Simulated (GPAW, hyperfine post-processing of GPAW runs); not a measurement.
# Reading the 17O spectrum of MgV2Cu2O6

Calculated values: DFT, revPBE+U, plane-wave PAW, GPAW setups, collinear spin, scalar-relativistic (GPAW), contact and point-dipole shifts scaled to 330 K with Θ = 0 K (a pure Curie law); spin-only moments, above the ordering temperature.

```xyz
11
Lattice="5.1465 0.0000 0.0000 -2.4978 4.5383 0.0000 -2.4529 -1.4148 5.1386" Properties=species:S:1:pos:R:3 pbc="T T T"
Cu    0.0550    0.0704    1.3138
Cu    0.1409    3.0531    3.8248
V     0.1551    0.0558    4.8833
V     0.0408    3.0676    0.2552
Mg   -2.4753    1.5617    2.5693
O     1.1642    1.7018    1.1510
O    -1.5627    2.8391    1.1454
O     3.2493    0.1017    1.1465
O     1.7586    0.2844    3.9932
O    -0.9683    1.4217    3.9875
O    -3.0534    3.0218    3.9920
```

17O MAS at 9.4 T (54.3 MHz), 60 kHz, 330 K; contact and dipolar shift alone, no orbital or quadrupolar part; lines under 1.5 % of the strongest are left out. NMR lines, with heights relative to the strongest:

```
position (ppm)  intensity
        -831.6        100
        -722.3        1.5
        -359.6        100
         383.1         99
        1488.6        1.5
```

Q: Find the isotropic shifts among the lines and assign them to the O sites.

Sidebands are spaced by 1105 ppm (the spinning rate over the resonance of 54.3 MHz). An isotropic line need not be the tallest: it is the area-weighted centre of its own family of sidebands, and the one that stays put when the rate is changed. Isotropic shifts: -360 ppm for atom 6 and the 1 atom equivalent to it (bonded to 2 V at 1.98 to 2.03 Å), reduced anisotropy -448 ppm; 383 ppm for atom 7 and the 1 atom equivalent to it (bonded to 2 V at 1.85 to 2.19 Å), reduced anisotropy 461 ppm; -832 ppm for atom 8 and the 1 atom equivalent to it (bonded to 2 V at 1.94 to 2.06 Å), reduced anisotropy -453 ppm. The families' total areas stand as 1:1:1; where areas are equal the match rests on the calculation.

[Logs are printed without paths, hosts, clocks, repeated set-up lines and the standing remarks that a program may print on its own settings, such as how far it seeks lower states.]

[Hosts, paths, dates, database ids (printed as entryN), source tags and the programs' standing remarks are cut or masked in the printed files.]
